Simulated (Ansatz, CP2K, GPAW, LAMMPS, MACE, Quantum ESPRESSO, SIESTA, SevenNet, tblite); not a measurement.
## CP2K on liquid 68TiO2-32SiO2 (mol %) at 3000 K (93 atoms): settings against a plane-wave reference

Aim: run liquid 68TiO2-32SiO2 (mol %) at 3000 K (93 atoms) in CP2K and see how near its forces come to a plane-wave reference, and at what cost.

Method: the method is named at each step, in CP2K 2026.2.

### Step 1. Set-up

The cell holds 93 atoms: 21 Ti, 10 Si and 62 O. Its edges and angles: a = 11.642 Å, b = 11.642 Å, c = 11.642 Å, α = 90.0°, β = 90.0°, γ = 90.0°. 93 atoms (21 Ti, 10 Si, 62 O) placed at random at 3.07 g/cm³, melted at 4000 K for 10 ps at fixed volume with the Morse and Coulomb pair potential with partial charges (Pedone, Malavasi, Menziani, Cormack and Segre, J. Phys. Chem. B 110, 11780 (2006)). Snapshot at the end of a hold of 10 ps at 3000 K and zero pressure.

The yardstick, on the same geometry:

```
method                                           : Kohn-Sham DFT, PBE, SSSP efficiency 1.3.0 pseudopotentials, plane waves (Quantum ESPRESSO 7.5); sssp-pbe-1.3.0-efficiency, cutoffs 60/480 Ry, Γ point
r.m.s. force component                           : 2.888 eV/Å
longest force                                    : 11.95 eV/Å
pressure                                         : 5.219 GPa
gap (highest filled to lowest empty level) : 0.6998 eV
time                                             : 11 min on 4 MPI ranks of Arm Neoverse V2, shared host
CPU time                                         : 44 min
```

### Step 2. PBE, DZVP-MOLOPT-SR, 800/50 Ry, diagonalisation

Method: Kohn-Sham DFT, PBE, GTH-PBE pseudopotentials, Gaussian and plane waves, DZVP-MOLOPT-SR-GTH, diagonalisation.

The input, input.inp:

```
&GLOBAL
  PROJECT cell
  RUN_TYPE ENERGY_FORCE
  PRINT_LEVEL LOW
&END GLOBAL
&FORCE_EVAL
  METHOD QS
  STRESS_TENSOR ANALYTICAL
  &DFT
    BASIS_SET_FILE_NAME BASIS_MOLOPT
    POTENTIAL_FILE_NAME GTH_POTENTIALS
    &MGRID
      CUTOFF 800
      REL_CUTOFF 50
      NGRIDS 5
    &END MGRID
    &QS
      EPS_DEFAULT 1.0E-12
    &END QS
    &SCF
      SCF_GUESS ATOMIC
      EPS_SCF 1.0E-06
      MAX_SCF 200
      ADDED_MOS 14
      &DIAGONALIZATION
        ALGORITHM STANDARD
      &END DIAGONALIZATION
      &SMEAR ON
        METHOD FERMI_DIRAC
        ELECTRONIC_TEMPERATURE [K] 580
      &END SMEAR
      &MIXING
        METHOD BROYDEN_MIXING
        ALPHA 0.3
        NBROYDEN 8
      &END MIXING
      &PRINT
        &RESTART OFF
        &END RESTART
      &END PRINT
    &END SCF
    &XC
      &XC_FUNCTIONAL PBE
      &END XC_FUNCTIONAL
    &END XC
    &PRINT
      &MULLIKEN ON
      &END MULLIKEN
      &LOWDIN ON
      &END LOWDIN
      &HIRSHFELD ON
      &END HIRSHFELD
      &MO ON
        EIGENVALUES T
        OCCUPATION_NUMBERS T
        MO_INDEX_RANGE 321 344
        &EACH
          QS_SCF 0
        &END EACH
        ADD_LAST NUMERIC
      &END MO
    &END PRINT
  &END DFT
  &SUBSYS
    &CELL
      A 11.64156 0.00000 0.00000
      B 0.00000 11.64156 0.00000
      C 0.00000 0.00000 11.64156
    &END CELL
    &COORD
      Ti 6.75408 11.59336 5.09283
      Ti 4.48805 9.40417 6.44931
      Ti 6.53965 0.99617 1.89874
      Ti 1.21538 0.91549 3.06522
      Ti 10.63503 7.72487 7.96818
      Ti 6.10390 4.50039 1.24576
      Ti 9.20824 3.83403 1.52679
      Ti 10.81734 0.99954 0.13958
      Ti 7.08342 3.73624 8.76190
      Ti 3.99131 8.28565 2.91924
      Ti 1.36451 4.00120 10.42246
      Ti 9.74515 4.83241 10.26285
      Ti 2.07697 9.59753 4.63707
      Ti 11.44540 11.22421 8.56667
      Ti 6.76933 7.65456 0.52620
      Ti 0.47521 6.80181 2.17511
      Ti 10.39277 8.90184 3.68549
      Ti 8.23745 8.02790 5.75198
      Ti 9.85388 0.70536 5.59959
      Ti 3.89911 9.13257 11.43469
      Ti 3.82251 2.19408 1.00374
      Si 9.10777 9.98671 1.29023
      Si 0.20349 5.58387 6.02684
      Si 11.60163 3.93392 3.36534
      Si 4.89446 6.11520 7.09006
      Si 6.90368 5.29854 4.45290
      Si 9.02128 4.05417 6.14779
      Si 3.23682 11.15727 8.69531
      Si 2.54554 4.14754 7.55037
      Si 1.04332 7.72476 10.58718
      Si 4.95139 1.76649 7.45886
      O 11.27101 3.70562 10.11209
      O 0.62480 8.65794 4.29108
      O 1.11235 4.52938 7.07574
      O 2.15800 3.81587 9.00021
      O 5.83452 2.48699 8.53315
      O 1.86218 5.72078 11.05552
      O 3.80155 0.85728 8.22243
      O 0.39640 4.79167 2.16917
      O 2.42633 2.61923 11.23096
      O 2.07173 10.88439 3.41435
      O 10.82397 0.41432 7.15711
      O 3.84451 9.46762 1.57173
      O 5.71694 0.83819 6.32276
      O 10.38392 7.21032 3.15626
      O 7.79670 4.49760 10.02047
      O 8.33280 11.57602 5.75733
      O 5.27514 1.30455 0.71561
      O 10.31594 9.81628 2.17127
      O 6.41846 0.30885 3.61505
      O 9.79730 5.18177 0.44622
      O 4.69353 3.74509 1.22818
      O 2.47360 8.19810 10.87566
      O 2.35229 7.54361 2.57616
      O 8.39042 3.82856 7.51684
      O 9.13839 7.70345 7.16759
[... 33 atom lines left out ...]
      O 6.34442 9.78264 5.75279
      O 10.09149 5.88760 8.91173
      O 7.30962 3.04625 1.33925
      O 6.67737 4.90645 2.72133
    &END COORD
    &KIND Ti
      BASIS_SET DZVP-MOLOPT-SR-GTH-q12
      POTENTIAL GTH-PBE-q12
    &END KIND
    &KIND Si
      BASIS_SET DZVP-MOLOPT-SR-GTH-q4
      POTENTIAL GTH-PBE-q4
    &END KIND
    &KIND O
      BASIS_SET DZVP-MOLOPT-SR-GTH-q6
      POTENTIAL GTH-PBE-q6
    &END KIND
  &END SUBSYS
  &PRINT
    &FORCES ON
    &END FORCES
    &STRESS_TENSOR ON
    &END STRESS_TENSOR
  &END PRINT
&END FORCE_EVAL
```

Run with:

```console
OMP_NUM_THREADS=1 mpirun -np 4 cp2k.psmp -i input.inp > output.txt
```

Numbers of over 12 decimals in the logs are rounded to 6 here.

The program printed:

```text
CP2K| version string:                                       CP2K version 2026.2
 CP2K| Input file name                                                 input.inp
 GLOBAL| Basis set file name                                        BASIS_MOLOPT
 GLOBAL| Potential file name                                      GTH_POTENTIALS
 GLOBAL| Run type                                                   ENERGY_FORCE
 GLOBAL| Total number of message passing processes                             4
 GLOBAL| Number of threads for this process                                    1
 TOTAL NUMBERS AND MAXIMUM NUMBERS
  Total number of            - Atomic kinds:                                   3
                             - Atoms:                                         93
                             - Shell sets:                                    93
                             - Shells:                                       528
                             - Primitive Cartesian functions:                476
                             - Cartesian basis functions:                   1659
                             - Spherical basis functions:                   1482
  Maximum angular momentum of- Orbital basis functions:                        3
                             - Local part of the GTH pseudopotential:          2
                             - Non-local part of the GTH pseudopotential:      3
 SCF PARAMETERS         Density guess:                                    ATOMIC
                        max_scf:                                             200
                        eps_scf:                                        1.00E-06
                        added MOs                                        14    0
                        Mixing method:                            BROYDEN_MIXING
                                                charge density mixing in g-space
                        Smear method:                                FERMI_DIRAC
                        Electronic temperature [K]:                        580.0
                        Electronic temperature [a.u.]:                  1.84E-03
                        Accuracy threshold:                             1.00E-10
 Extrapolation method: initial_guess
 Number of electrons:                                                        664
 Number of occupied orbitals:                                                332
 Number of molecular orbitals:                                               346
 Number of orbital functions:                                               1482
 Number of independent orbital functions:                                   1482
 SCF WAVEFUNCTION OPTIMIZATION
  Step     Update method      Time    Convergence         Total energy    Change
     1 NoMix/Diag. 0.30E+00    4.0     2.04365455     -2259.9206667287 -2.26E+03
     2 Broy./Diag. 0.30E+00    4.9     0.51476257     -2182.4919853452  7.74E+01
     3 Broy./Diag. 0.30E+00    4.9     0.22845799     -2246.0964884051 -6.36E+01
     4 Broy./Diag. 0.30E+00    5.0     0.22387333     -2256.6637416123 -1.06E+01
[...]
26 Broy./Diag. 0.30E+00    5.1     0.00000130     -2259.4482615189 -1.29E-05
    27 Broy./Diag. 0.30E+00    5.1     0.00000083     -2259.4482535241  7.99E-06
  *** SCF run converged in    27 steps ***
  Electronic density on regular grids:       -663.9999999999        0.0000000001
  Core density on regular grids:              663.9999999997       -0.0000000003
  Total charge density on r-space grids:       -0.0000000002
  Total charge density g-space grids:          -0.0000000002
  Overlap energy of the core charge distribution:               1.62869e-06
  Self energy of the core charge distribution:              -4922.085422
  Core Hamiltonian energy:                                   1331.267179
  Hartree energy:                                            1716.912204
  Exchange-correlation energy:                               -385.542128
  Electronic entropic energy:                                  -8.78966e-05
  Fermi energy:                                                 0.092382
  Total energy:                                             -2259.448254
  Total energy (extrapolated to T->0):                      -2259.448210
 MO| EIGENVALUES AND OCCUPATION NUMBERS
 MO|
 MO|  Index      Eigenvalue [a.u.]        Eigenvalue [eV]             Occupation
 MO|    321               0.037647               1.024416               2.000000
 MO|    322               0.038940               1.059598               2.000000
 MO|    323               0.041366               1.125621               2.000000
[...]
MO|    343               0.141866               3.860380               0.000000
 MO|    344               0.142217               3.869910               0.000000
 MO| Sum:                                                             664.000000
 MO| E(Fermi):            0.092382 a.u.          2.513844 eV
 !-----------------------------------------------------------------------------!
                     Mulliken Population Analysis
 #  Atom  Element  Kind  Atomic population                           Net charge
       1     Ti       1         10.871129                              1.128871
       2     Ti       1         10.785443                              1.214557
       3     Ti       1         10.767183                              1.232817
[...]
# Total charge                            664.000000                  0.000000
 !-----------------------------------------------------------------------------!
 !-----------------------------------------------------------------------------!
                           Hirshfeld Charges
  #Atom  Element  Kind  Ref Charge     Population                    Net charge
      1       Ti     1      12.000         12.902                        -0.902
      2       Ti     1      12.000         12.757                        -0.757
      3       Ti     1      12.000         12.386                        -0.386
[...]
92       O      3       6.000          5.668                         0.332
     93       O      3       6.000          5.863                         0.137
  Total Charge                                                           -0.000
 !-----------------------------------------------------------------------------!
 LOWDIN POPULATION ANALYSIS
 #  Atom  Element  Kind  Atomic population                           Net charge
[...]
92     O        3          6.437368                             -0.437368
      93     O        3          6.447790                             -0.447790
 # Total charge                            664.000000                  0.000000
 ENERGY| Total FORCE_EVAL ( QS ) energy [hartree]          -2259.448247
 FORCES| Atomic forces [hartree/bohr]
 FORCES|   Atom     x               y               z               |f|
 FORCES|      1 -1.67058337E-02 -8.24784705E-02  2.19449216E-01   2.35031362E-01
 FORCES|      2  1.56809696E-02  7.62507934E-03 -4.51894098E-02   4.84367360E-02
 FORCES|      3  7.86424728E-02 -3.59496758E-02 -3.93330316E-02   9.49952898E-02
[...]
FORCES|     92  2.83256866E-02 -4.39893922E-02  5.95615190E-03   5.26582083E-02
 FORCES|     93  5.13576288E-02  6.83720675E-02  2.17552846E-01   2.33755399E-01
 FORCES| Sum    -1.50948235E-03 -6.28682882E-04 -1.69437330E-03
 FORCES| Total atomic force                                       2.35471443E-03
 STRESS| Analytical stress tensor [bar]
 STRESS|                        x                   y                   z
 STRESS|      x        5.87174210184E+04   2.80612598378E+04   1.25992229752E+04
 STRESS|      y        2.80612598378E+04   1.15250144578E+04   1.96256675571E+03
 STRESS|      z        1.25992229752E+04   1.96256675571E+03   9.50674558911E+04
 STRESS| 1/3 Trace                                             5.51032971224E+04
```

The job ended after 2.6 min (4 MPI ranks of Arm Neoverse V2, shared host; peak memory 7.1 GiB; 10 min of CPU time).

Banners, paths, timers and routine set-up lines are dropped from the logs unmarked, and long logs keep their key lines alone; longer cuts are marked.

Compared with the plane-wave run:

- r.m.s. force component: 2.894 eV/Å
- r.m.s. difference of force components: 104.8 meV/Å
- longest difference of force vectors: 420.7 meV/Å
- force difference over r.m.s. force: 3.628 %
- slope of forces against the reference's: 1.001
- correlation of force components: 0.9993
- gap (highest filled to lowest empty level): 0.644 eV
- gap difference: -0.0558 eV
- pressure: 5.51 GPa
- pressure difference: 0.2916 GPa

Length of the force difference by element (eV/Å):

| element | atoms | mean | most |
| --- | --- | --- | --- |
| O | 62 | 0.14 | 0.42 |
| Si | 10 | 0.26 | 0.40 |
| Ti | 21 | 0.13 | 0.29 |

Levels nearest the highest filled one (eV from it): -1.17, -1.13, -1.07, -1.01, -0.95, -0.92, -0.91, -0.87, -0.79, -0.44, -0.30, 0.00, 0.64, 0.88, 1.03, 1.07, 1.15, 1.29, 1.37, 1.44, 1.50, 1.63, 1.67, 1.68.

A closer look about O92, whose charge lies farthest from its element's mean: 9 atoms, nearest first, numbered in the order of the input, with positions taken from that point.

| atom | x | y | z | distance (Å) | bonds | Mulliken charge (e) | Fx | Fy | Fz (eV/Å) |
| --- | --- | --- | --- | --- | --- | --- | --- | --- | --- |
| O92 | 0.00 | 0.00 | 0.00 | 0.00 | 3 | -0.71 | 1.46 | -2.26 | 0.31 |
| Ti6 | -1.21 | 1.45 | -0.09 | 1.89 | 4 | 0.96 | 4.31 | -0.05 | -3.86 |
| Ti7 | 1.90 | 0.79 | 0.19 | 2.06 | 4 | 1.16 | -0.14 | -0.87 | -1.19 |
| Ti3 | -0.77 | -2.05 | 0.56 | 2.26 | 4 | 1.23 | 4.04 | -1.85 | -2.02 |
| O93 | -0.63 | 1.86 | 1.38 | 2.40 | 2 | -0.48 | 2.64 | 3.52 | 11.19 |
| O52 | -2.62 | 0.70 | -0.11 | 2.71 | 2 | -0.47 | -6.72 | -1.41 | 0.22 |
| O48 | -2.03 | -1.74 | -0.62 | 2.75 | 2 | -0.48 | 3.36 | -3.42 | -0.38 |
| O60 | 2.60 | -0.43 | -0.87 | 2.78 | 2 | -0.50 | -1.09 | -0.16 | 0.19 |
| O87 | -0.59 | 2.77 | -1.03 | 3.01 | 2 | -0.54 | 0.99 | 2.83 | -2.14 |

Forces lie 3.6 % from the reference's, at 0.23 times its CPU time.

### Step 3. PBE, SZV-MOLOPT-SR, 800/50 Ry, diagonalisation

Method: Kohn-Sham DFT, PBE, GTH-PBE pseudopotentials, Gaussian and plane waves, SZV-MOLOPT-SR-GTH, diagonalisation.

Changes to input.inp since step 2:

```diff
@@ -50,4 +50,2 @@
       &END LOWDIN
-      &HIRSHFELD ON
-      &END HIRSHFELD
       &MO ON
@@ -70,6 +68,31 @@
     &COORD
-[... 93 atom lines left out: the same atoms as in the first run ...]
+      SCALED
+      Ti 0.58017 0.99586 0.43747
+      Ti 0.38552 0.80781 0.55399
+      Ti 0.56175 0.08557 0.16310
+      Ti 0.10440 0.07864 0.26330
+      Ti 0.91354 0.66356 0.68446
+      Ti 0.52432 0.38658 0.10701
+      Ti 0.79098 0.32934 0.13115
+      Ti 0.92920 0.08586 0.01199
+      Ti 0.60846 0.32094 0.75264
+      Ti 0.34285 0.71173 0.25076
+      Ti 0.11721 0.34370 0.89528
+      Ti 0.83710 0.41510 0.88157
+      Ti 0.17841 0.82442 0.39832
+      Ti 0.98315 0.96415 0.73587
+      Ti 0.58148 0.65752 0.04520
+      Ti 0.04082 0.58427 0.18684
+      Ti 0.89273 0.76466 0.31658
+      Ti 0.70759 0.68959 0.49409
+      Ti 0.84644 0.06059 0.48100
+      Ti 0.33493 0.78448 0.98223
+[... 69 atom lines left out ...]
+      O 0.54498 0.84032 0.49416
+      O 0.86685 0.50574 0.76551
+      O 0.62789 0.26167 0.11504
+      O 0.57358 0.42146 0.23376
     &END COORD
     &KIND Ti
-      BASIS_SET DZVP-MOLOPT-SR-GTH-q12
+      BASIS_SET SZV-MOLOPT-SR-GTH-q12
       POTENTIAL GTH-PBE-q12
@@ -77,3 +100,3 @@
     &KIND Si
-      BASIS_SET DZVP-MOLOPT-SR-GTH-q4
+      BASIS_SET SZV-MOLOPT-SR-GTH-q4
       POTENTIAL GTH-PBE-q4
@@ -81,3 +104,3 @@
     &KIND O
-      BASIS_SET DZVP-MOLOPT-SR-GTH-q6
+      BASIS_SET SZV-MOLOPT-SR-GTH-q6
       POTENTIAL GTH-PBE-q6
```

Run with:

```console
OMP_NUM_THREADS=2 cp2k.psmp -i input.inp > output.txt
```

The program printed:

```text
CP2K| version string:                                       CP2K version 2026.2
 CP2K| Input file name                                                 input.inp
 GLOBAL| Basis set file name                                        BASIS_MOLOPT
 GLOBAL| Potential file name                                      GTH_POTENTIALS
 GLOBAL| Run type                                                   ENERGY_FORCE
 GLOBAL| Total number of message passing processes                             1
 GLOBAL| Number of threads for this process                                    2
[... lines left out ...]
                        Smear method:                                FERMI_DIRAC
[... lines left out ...]
 Number of electrons:                                                        664
[... lines left out ...]
  Step     Update method      Time    Convergence         Total energy    Change
[... lines left out ...]
  *** SCF run converged in    29 steps ***
[... lines left out ...]
  Fermi energy:                                                 0.137723
  Total energy:                                             -2255.198501
  Total energy (extrapolated to T->0):                      -2255.198392
[... lines left out ...]
 MO| E(Fermi):            0.137723 a.u.          3.747629 eV
[... lines left out ...]
      92     O        3          6.518984                             -0.518984
      93     O        3          6.476939                             -0.476939
 # Total charge                            664.000000                  0.000000
 ENERGY| Total FORCE_EVAL ( QS ) energy [hartree]          -2255.198472
 FORCES| Atomic forces [hartree/bohr]
 FORCES|   Atom     x               y               z               |f|
 FORCES|      1 -2.40717106E-02 -9.52859935E-02  2.69744092E-01   2.87090130E-01
 FORCES|      2  2.04471607E-02  5.12163624E-03 -4.61391473E-02   5.07261121E-02
 FORCES|      3  9.18912000E-02 -3.98051145E-02 -3.43330614E-02   1.05864059E-01
[...]
FORCES|     92  2.98587318E-02 -4.39626304E-02  4.18022058E-03   5.33078885E-02
 FORCES|     93  4.51790248E-02  6.42455338E-02  1.88593804E-01   2.04294532E-01
 FORCES| Sum    -2.22583791E-03  1.93195442E-06 -2.33108176E-03
 FORCES| Total atomic force                                       3.22308863E-03
 STRESS| Analytical stress tensor [bar]
 STRESS|                        x                   y                   z
 STRESS|      x        1.47237894683E+05   3.10386810866E+04   1.93233901572E+04
 STRESS|      y        3.10386810866E+04   7.75323655878E+04  -2.18307913981E+03
 STRESS|      z        1.93233901572E+04  -2.18307913981E+03   1.86654660718E+05
 STRESS| 1/3 Trace                                             1.37141640330E+05
```

It took 3.4 min on 2 threads; peak memory 5.4 GiB.

Compared with the plane-wave run:

```yaml
r_m_s_force_component: 3.671 eV/Å
r_m_s_difference_of_force_components: 1263 meV/Å
longest_difference_of_force_vectors: 5394 meV/Å
force_difference_over_r_m_s_force: 43.71 %
slope_of_forces_against_the_reference_s: 1.212
correlation_of_force_components: 0.9537
spacing_of_highest_filled_and_lowest_empty_level: 0.5673 eV
gap_difference: -0.1325 eV
pressure: 13.71 GPa
pressure_difference: 8.495 GPa
```

This is a coarse setting, run to see what it loses.

Against the first run (3.6 %), the force difference from the reference is 44 %, at 0.57 times the CPU time (on 2 against 4 cores), with 498 basis functions against 1482: the smaller basis costs accuracy.

(Continued in part 2 of 2.)

[Also dropped from logs without a mark: logging warnings of Python, and SIESTA's first energy breakdown and zero terms.]

[Logs are printed without paths, hosts, clocks, repeated set-up lines and the standing remarks that a program may print on its own settings, such as how far it seeks lower states.]

[Hosts, paths, dates, database ids (printed as entryN), source tags and the programs' standing remarks are cut or masked in the printed files.]
